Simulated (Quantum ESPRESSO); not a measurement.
# FeO (Wuestite): which magnetic order is lowest

Does FeO (Wuestite) prefer parallel or opposed moments, or none?

Main program and level: Quantum ESPRESSO 7.5; PBE with U = 4.5 eV on Fe d (ortho-atomic projectors); plane waves with GBRV 1.5 PBE potentials, no spin-orbit coupling.

### 1. Set-up

It takes space group Fm-3m (No. 225, cubic). The conventional cell has a = 4.300 Å, b = 4.300 Å, c = 4.300 Å, α = 90.00°, β = 90.00°, γ = 90.00°. Fe has 6 O at 2.15 Å nearest. O has 6 Fe at 2.15 Å nearest. Farther neighbours and most contacts between anions are not listed.

The cell comes from the Crystallography Open Database.

### 2. Run 1, typed as ferro +

The signs are those of the starting moments on the seeded atoms, the atoms that are given a moment.

pw.in

```
&CONTROL
  calculation = 'scf'
  prefix = 'pwscf'
  outdir = './tmp'
  pseudo_dir = './pseudo'
  disk_io = 'nowf'
/
&SYSTEM
  ibrav = 0
  celldm(1) = 8
  nat = 2
  ntyp = 2
  ecutwfc = 40
  ecutrho = 280
  nbnd = 20
  occupations = 'smearing'
  smearing = 'fd'
  degauss = 0.00367493
  nspin = 2
  starting_magnetization(1) = 0.25
  starting_magnetization(2) = 0
/
&ELECTRONS
  conv_thr = 4d-09
  electron_maxstep = 150
  mixing_beta = 0.3
/
ATOMIC_SPECIES
Fe     55.8450 fe_pbe_v1.5.uspp.F.UPF
O      15.9990 o_pbe_v1.2.uspp.F.UPF
CELL_PARAMETERS alat
   0.0000000000000    0.5078638959932    0.5078638959932
   0.5078638959932    0.0000000000000    0.5078638959932
   0.5078638959932    0.5078638959932    0.0000000000000
ATOMIC_POSITIONS crystal
Fe      0.0000000000    0.0000000000    0.0000000000
O       0.5000000000    0.5000000000    0.5000000000
K_POINTS automatic
10 10 10 0 0 0
HUBBARD {ortho-atomic}
U Fe-3d 4.5000
```

Run with:

```bash
> OMP_NUM_THREADS=1 mpirun -n 4 pw.x -nk 4 -in pw.in > pw.out
```

Log:

```text
Program PWSCF v.7.5 starts

     Message from routine setup:
     using ibrav=0 with symmetry is DISCOURAGED, use correct ibrav instead

     K-points division:     npool     =       4
     Subspace diagonalization in iterative solution of the eigenvalue problem:

     G-vector sticks info
     --------------------
     sticks:   dense  smooth     PW     G-vecs:    dense   smooth      PW
     Sum         649     367    121                10777     4621     893

     Using Slab Decomposition

     bravais-lattice index     =            0
     lattice parameter (alat)  =       8.0000  a.u.
     unit-cell volume          =     134.1350 (a.u.)^3
     number of atoms/cell      =            2
     number of atomic types    =            2
     number of electrons       =        22.00
     number of Kohn-Sham states=           20
     kinetic-energy cutoff     =      40.0000  Ry
     charge density cutoff     =     280.0000  Ry
     scf convergence threshold =      4.0E-09
     mixing beta               =       0.3000
     number of iterations used =            8  plain     mixing
     Exchange-correlation= SLA  PW   PBE  PBE
                           (   1   4   3   4   0   0   0)
     Hubbard projectors: ortho-atomic
     Hubbard parameters of DFT+U (Dudarev formulation) in eV:
     U(Fe-3d) =  4.5000

     Internal variables: lda_plus_u =T, lda_plus_u_kind = 0

     Internal variables: orbital_resolved =F, hub_pot_fix =F, apply_U = F

     celldm(1)=   8.000000  celldm(2)=   0.000000  celldm(3)=   0.000000
     celldm(4)=   0.000000  celldm(5)=   0.000000  celldm(6)=   0.000000

     crystal axes: (cart. coord. in units of alat)
               a(1) = (   0.000000   0.507864   0.507864 )
               a(2) = (   0.507864   0.000000   0.507864 )
               a(3) = (   0.507864   0.507864   0.000000 )

     reciprocal axes: (cart. coord. in units 2 pi/alat)
               b(1) = ( -0.984516  0.984516  0.984516 )
               b(2) = (  0.984516 -0.984516  0.984516 )
               b(3) = (  0.984516  0.984516 -0.984516 )

     PseudoPot. # 1 for Fe read from file:
     fe_pbe_v1.5.uspp.F.UPF
     Pseudo is Ultrasoft + core correction, Zval = 16.0
     Generated by new atomic code, or converted to UPF format
     Using radial grid of  861 points,  6 beta functions with:
                l(1) =   0
                l(2) =   0
                l(3) =   1
                l(4) =   1
                l(5) =   2
                l(6) =   2
     Q(r) pseudized with  8 coefficients,  rinner =    1.000   1.000   1.000
                                                       1.000   1.000

     PseudoPot. # 2 for O  read from file:
     o_pbe_v1.2.uspp.F.UPF
     Pseudo is Ultrasoft + core correction, Zval =  6.0
     Generated by new atomic code, or converted to UPF format
     Using radial grid of  737 points,  5 beta functions with:
                l(1) =   0
                l(2) =   0
                l(3) =   1
                l(4) =   1
                l(5) =   2
     Q(r) pseudized with  8 coefficients,  rinner =    0.900   0.900   0.900
                                                       0.900   0.900

     atomic species   valence    mass     pseudopotential
     Fe               16.00    55.84500     Fe( 1.00)
     O                 6.00    15.99900     O ( 1.00)

     Starting magnetic structure
     atomic species   magnetization
     Fe              0.250
     O               0.000

     48 Sym. Ops., with inversion, found

   Cartesian axes

     site n.     atom                  positions (alat units)
         1        Fe     tau(   1) = (   0.0000000   0.0000000   0.0000000  )
         2        O      tau(   2) = (   0.5078639   0.5078639   0.5078639  )

     number of k points=    47  Fermi-Dirac smearing, width (Ry)=  0.0037
                       cart. coord. in units 2pi/alat
        k(    1) = (   0.0000000   0.0000000   0.0000000), wk =   0.0010000
        k(    2) = (   0.0984516   0.0984516  -0.0984516), wk =   0.0080000
        k(    3) = (   0.1969031   0.1969031  -0.1969031), wk =   0.0080000
        k(    4) = (   0.2953547   0.2953547  -0.2953547), wk =   0.0080000
        k(    5) = (   0.3938063   0.3938063  -0.3938063), wk =   0.0080000
        [... 42 further k-points ...]

     Dense  grid:    10777 G-vectors     FFT dimensions: (  32,  32,  32)

     Smooth grid:     4621 G-vectors     FFT dimensions: (  24,  24,  24)

     Check: negative core charge=   -0.000047
     Generating pointlists ...
     new r_m :   0.2095 (alat units)  1.6760 (a.u.) for type    1
     new r_m :   0.2095 (alat units)  1.6760 (a.u.) for type    2

     Initial potential from superposition of free atoms

     starting charge      21.0000, renormalised to      22.0000

     STARTING HUBBARD OCCUPATIONS:

     =================== HUBBARD OCCUPATIONS ===================
     ------------------------ ATOM    1 ------------------------
     Tr[ns(  1)] (up, down, total) =   5.00000  0.00000  5.00000
     Atomic magnetic moment for atom   1 =   5.00000
     [... lines left out ...]
     Number of occupied Hubbard levels =    5.0000

     Atomic wfc used for Hubbard projectors are orthogonalized

     Starting wfcs are   17 randomized atomic wfcs +    3 random wfcs

     Self-consistent Calculation

     iteration #  1     ecut=    40.00 Ry     beta= 0.30
     Davidson diagonalization with overlap
     ethr =  1.00E-02,  avg # of iterations =  5.3

     =================== HUBBARD OCCUPATIONS ===================
     ------------------------ ATOM    1 ------------------------
     Tr[ns(  1)] (up, down, total) =   4.86649  0.66110  5.52759
     Atomic magnetic moment for atom   1 =   4.20539
     [... lines left out ...]
     Number of occupied Hubbard levels =    5.5276

     total energy              =    -282.24461346 Ry
     estimated scf accuracy    <       0.80729473 Ry

     total magnetization       =     4.32 Bohr mag/cell
     absolute magnetization    =     4.33 Bohr mag/cell

     iteration #  2     ecut=    40.00 Ry     beta= 0.30
     Davidson diagonalization with overlap
     ethr =  3.67E-03,  avg # of iterations =  1.8

     total energy              =    -282.45278309 Ry
     estimated scf accuracy    <       0.10125893 Ry

     total magnetization       =     4.00 Bohr mag/cell
     absolute magnetization    =     4.01 Bohr mag/cell

     iteration #  3     ecut=    40.00 Ry     beta= 0.30
     Davidson diagonalization with overlap
     ethr =  4.60E-04,  avg # of iterations =  1.4

     total energy              =    -282.47120686 Ry
     estimated scf accuracy    <       0.01489407 Ry

     total magnetization       =     4.02 Bohr mag/cell
     absolute magnetization    =     4.04 Bohr mag/cell

     [... further iterations left out ...]

     iteration #  8     ecut=    40.00 Ry     beta= 0.30
     Davidson diagonalization with overlap
     ethr =  2.00E-08,  avg # of iterations =  1.5

     total energy              =    -282.47651906 Ry
     estimated scf accuracy    <       0.00000058 Ry

     total magnetization       =     4.00 Bohr mag/cell
     absolute magnetization    =     4.05 Bohr mag/cell

     iteration #  9     ecut=    40.00 Ry     beta= 0.30
     Davidson diagonalization with overlap
     ethr =  2.64E-09,  avg # of iterations =  1.8

     total energy              =    -282.47651942 Ry
     estimated scf accuracy    <       0.00000005 Ry

     total magnetization       =     4.00 Bohr mag/cell
     absolute magnetization    =     4.05 Bohr mag/cell

     iteration # 10     ecut=    40.00 Ry     beta= 0.30
     Davidson diagonalization with overlap
     ethr =  2.40E-10,  avg # of iterations =  2.0

     total energy              =    -282.47651955 Ry
     estimated scf accuracy    <       0.00000003 Ry

     total magnetization       =     4.00 Bohr mag/cell
     absolute magnetization    =     4.05 Bohr mag/cell

     iteration # 11     ecut=    40.00 Ry     beta= 0.30
     Davidson diagonalization with overlap
     ethr =  1.40E-10,  avg # of iterations =  1.5

     Magnetic moment per site  (integrated on atomic sphere of radius R)
     atom   1 (R=0.209)  charge= 13.5028  magn=  3.5839
     atom   2 (R=0.209)  charge=  5.8602  magn=  0.2297

     End of self-consistent calculation

     =================== HUBBARD OCCUPATIONS ===================
     ------------------------ ATOM    1 ------------------------
     Tr[ns(  1)] (up, down, total) =   4.95476  1.17569  6.13044
     Atomic magnetic moment for atom   1 =   3.77907
     [... lines left out ...]
     Number of occupied Hubbard levels =    6.1304

     [... lines left out ...]
     the Fermi energy is    15.2685 ev

!    total energy              =    -282.47651966 Ry
     estimated scf accuracy    <          1.3E-10 Ry
     smearing contrib. (-TS)   =      -0.00068990 Ry
     internal energy E=F+TS    =    -282.47582976 Ry

     The total energy is F=E-TS. E is the sum of the following terms:
     one-electron contribution =    -135.64582970 Ry
     hartree contribution      =      80.21047631 Ry
     xc contribution           =     -36.68059437 Ry
     ewald contribution        =    -190.50483453 Ry
     Hubbard energy            =       0.14495253 Ry

     total magnetization       =     4.00 Bohr mag/cell
     absolute magnetization    =     4.05 Bohr mag/cell

     convergence has been achieved in  11 iterations

=------------------------------------------------------------------------------=
   JOB DONE.
=------------------------------------------------------------------------------=
```

The job ended after 3.5 s (4 MPI ranks of AMD EPYC 9R45, shared host; peak memory 0.3 GiB).

Spin moment in the atom's sphere by atom:

```csv
atom,spin moment in the atom's sphere (μB)
Fe1,3.58
O2,0.23
```

Numbers from this step:

- smearing term TS: 0.009387 eV
- magnetization: 4.002 μB
- absolute magnetization: 4.047 μB
- final state: ferromagnetic

Spin density in the ac plane of the conventional cell at fractional y = 0.000, with atoms of Fe and O within 0.2 Å of it.

Values in e/Å³, 14 rows by 14 columns, each cell a mean:
```
6.2 2.7 0.6 0.1 0.0 0.1 0.3 0.4 0.2 0.0 0.0 0.2 1.3 4.4
1.8 0.8 0.2 0.0 0.0 0.0 0.1 0.1 0.1 0.0 0.0 0.1 0.4 1.3
0.3 0.2 0.1 0.0 0.0 0.0 0.0 0.0 0.0 0.0 0.0 0.0 0.1 0.2
0.0 0.0 0.0 0.0 0.0 0.0 0.1 0.1 0.1 0.0 0.0 0.0 0.0 0.0
0.0 0.0 0.0 0.0 0.1 0.2 0.6 0.8 0.4 0.1 0.0 0.0 0.0 0.0
0.2 0.1 0.0 0.0 0.2 0.8 2.7 4.0 1.6 0.4 0.1 0.0 0.1 0.2
0.5 0.2 0.0 0.0 0.3 1.8 6.2 7.9 4.0 0.8 0.1 0.0 0.1 0.4
0.4 0.2 0.0 0.0 0.2 1.3 4.4 6.2 2.7 0.6 0.1 0.0 0.1 0.3
0.1 0.1 0.0 0.0 0.1 0.4 1.3 1.8 0.8 0.2 0.0 0.0 0.0 0.1
0.0 0.0 0.0 0.0 0.0 0.1 0.2 0.3 0.2 0.1 0.0 0.0 0.0 0.0
0.1 0.1 0.0 0.0 0.0 0.0 0.0 0.0 0.0 0.0 0.0 0.0 0.0 0.1
0.8 0.4 0.1 0.0 0.0 0.0 0.0 0.0 0.0 0.0 0.0 0.1 0.2 0.6
4.0 1.6 0.4 0.1 0.0 0.1 0.2 0.2 0.1 0.0 0.0 0.2 0.8 2.7
7.9 4.0 0.8 0.1 0.0 0.1 0.4 0.5 0.2 0.0 0.0 0.3 1.8 6.2
```
Columns run along a (4.3 Å), rows up along c (4.3 Å), edges of the conventional cell, whose origin can differ from the input's. Atoms in or near the plane, at fractional coordinates: Fe at (0.00, 0.00), Fe at (0.50, 0.50), O at (0.50, 0.00), O at (0.00, 0.50).

Valence density in the ac plane of the conventional cell at fractional y = 0.000, with atoms of Fe and O within 0.2 Å of it. It is the smooth field of the valence electrons, not physical close to the nuclei.

Ten even steps from '_' (0 e/Å³) to '@' (22 e/Å³), each cell a mean:
```
@@==________::::..______..##
::..__________..__________..
____________________________
____________________________
______________..____________
....______..==**::________..
--..______::@@@@**..____..::
::..______..##@@==________::
..__________..::..__________
____________________________
____________________________
..__________________________
**::________......______..==
@@**..____..::--..______::@@
```
Columns run along a (4.3 Å), rows up along c (4.3 Å), edges of the conventional cell, whose origin can differ from the input's. Atoms in or near the plane, at fractional coordinates: Fe at (0.00, 0.00), Fe at (0.50, 0.50), O at (0.50, 0.00), O at (0.00, 0.50).

(Continued in part 2 of 3.)

[Logs and program files are shortened in this print: banners, set-up blocks, solver, clock and traceback lines can be left out without a mark of their own.]

[Logs are printed without paths, hosts, clocks, repeated set-up lines and the standing remarks that a program may print on its own settings, such as how far it seeks lower states.]

[Hosts, paths, dates, database ids (printed as entryN), source tags and the programs' standing remarks are cut or masked in the printed files.]

[Where a cell is said to come from a database of computed structures, the database is the Materials Project.]
